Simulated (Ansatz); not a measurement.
## ZnIn2 (built on the sites of a database entry of MgB2): the cell at rest: cost of one run

Ansatz 0.2.0; DFT PBEsol, scalar-relativistic, plane waves, norm-conserving pseudopotentials. The cell holds 3 atoms.

The structure was built from a prototype and need not be the compound's stable phase.

input.yaml

```yaml
crystal:
  lattice:
    - [5.0089784404, 3.9548e-06, 0.0]
    - [-2.5044926451, 4.337900599, 0.0]
    - [0.0, 0.0, 3.1871398377]
  atoms:
    - { symbol: Zn, position: [0.0, 0.0, 0.0] }
    - { symbol: In, position: [0.3333333333, 0.6666666667, 0.5] }
    - { symbol: In, position: [0.6666666667, 0.3333333333, 0.5] }
kpoints:
  mp_grid: { grid: [12, 12, 14] }
hamiltonian:
  xc: pbesol
  pseudopotentials: { kind: nc }
scf:
  occupations: { method: gaussian, width: 0.1 }
output:
  forces: true
  stress: true
  eigenvalues: true
  write_density: true
  write_potential: true
  elf: true
  volumetric_format: npy
relax:
  adjacent_minimum: "off"
  f_tol: 0.005
  max_steps: 80
  cell: { stress_tol: 0.05 }
```

Command:

```bash
ansatz run input.yaml --threads 8 --pin off --max-ram 14336MiB --backend cpu --events-out ev --progress --plain --runs-dir out
```

The cutoff in use is 1143 eV. For reference, a run of the same kind (3 atoms, 28 k-points, 28 bands and 6,107 plane waves; 106 SCF cycles) took 19 s and 0.73 GiB on the same hardware.

Q: Estimate wall time and peak memory on 8 threads of Arm Neoverse V2, shared host.

A cutoff of 1143 eV is a sphere of radius 17.3 Å⁻¹, so a cell of 69 Å³ holds about V·G³/6π² = 6,075 plane waves. At two electrons a band, the 46 electrons need 23 bands, and 5 more are carried. Symmetry cuts the 12×12×14 mesh from 2016 to 152 points. The run has 152 k-points, 28 bands and 6,035 plane waves. Taking the work of a cycle as k-points × spins × bands × plane waves, that is 5.4 times the reference, or 1.7 min at the reference's 106 cycles. The run needed 39 SCF cycles over 7 ionic steps, which makes it about 38 s. One copy of the wavefunctions takes 0.38 GiB at 16 bytes a coefficient, against 0.071 GiB in the reference; grids, projectors and work arrays come on top. Measured: about 44 s, with a peak of 1.3 GiB. The estimate holds within 25 %.

[Logs are printed without paths, hosts, clocks, repeated set-up lines and the standing remarks that a program may print on its own settings, such as how far it seeks lower states.]

[Hosts, paths, dates, database ids (printed as entryN), source tags and the programs' standing remarks are cut or masked in the printed files.]
